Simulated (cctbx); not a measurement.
# TaPtPb: precision against data quality

Space group Pnma (no. 62), a = 7.0640 Å, b = 4.2940 Å, c = 7.2310 Å, α = 90.00°, β = 90.00°, γ = 90.00°.

```
atom  mult.       x    y       z  Ueq (Å²)
 Pb1      4  0.5147  1/4  0.8008    0.0037
 Pt1      4  0.2015  3/4  0.9193    0.0046
 Ta1      4  0.8158  3/4  0.9165    0.0028
```

The model is made up (kin elements in a known structure type, no relaxation), so it says nothing on whether the phase exists.

Five simulated data sets (cctbx; Ag Kα, λ = 0.56087 Å; 4 % proportional error) differ in resolution or exposure (noise floor 15 counts in the first three, 8 in the last two). Each is refined with the right model, isotropic at 1.1 Å and anisotropic otherwise. How do the figures of merit and the uncertainties move?

```csv
d min (Å),top counts,"⟨I/σ⟩ (unmerged, absences included)",unique,param. (scale apart),Rint,R1,GooF,largest s.u. xyz (fractional),s.u. U of Ta1 (Å²),largest error (Å)
1.1,40000,12.0,102,9,0.031,0.0112,0.97,0.00011,0.0004,0.0011
0.84,40000,11.8,220,18,0.031,0.0117,1.01,0.00006,0.0002,0.0005
0.6,40000,10.9,584,18,0.037,0.0120,0.94,0.00003,0.0001,0.0002
0.75,300,1.2,307,18,0.378,0.0837,1.02,0.00156,0.0030,0.0063
0.75,3000,5.0,307,18,0.078,0.0284,1.03,0.00022,0.0005,0.0012
```

The number of reflections grows roughly as 1/d³: 102, 220 and 584 here. R1 follows the noise rather than the truth: at 300 counts it is 0.0837, at 3000 counts 0.0284, while GooF is 1.02 and 1.03: the weights 1/σ² carry the noise. The s.u. of U (U11 where anisotropic) for Ta1 goes 0.0004, 0.0002, 0.0001 Å² with resolution and 0.0030, 0.0005 Å² with exposure.

Hardware for the 0.6 Å refinement: 0.32 s on 1 thread of Arm Neoverse V2, with other jobs on the host, peak memory 0.09 GiB.

[Logs are printed without paths, hosts, clocks, repeated set-up lines and the standing remarks that a program may print on its own settings, such as how far it seeks lower states.]
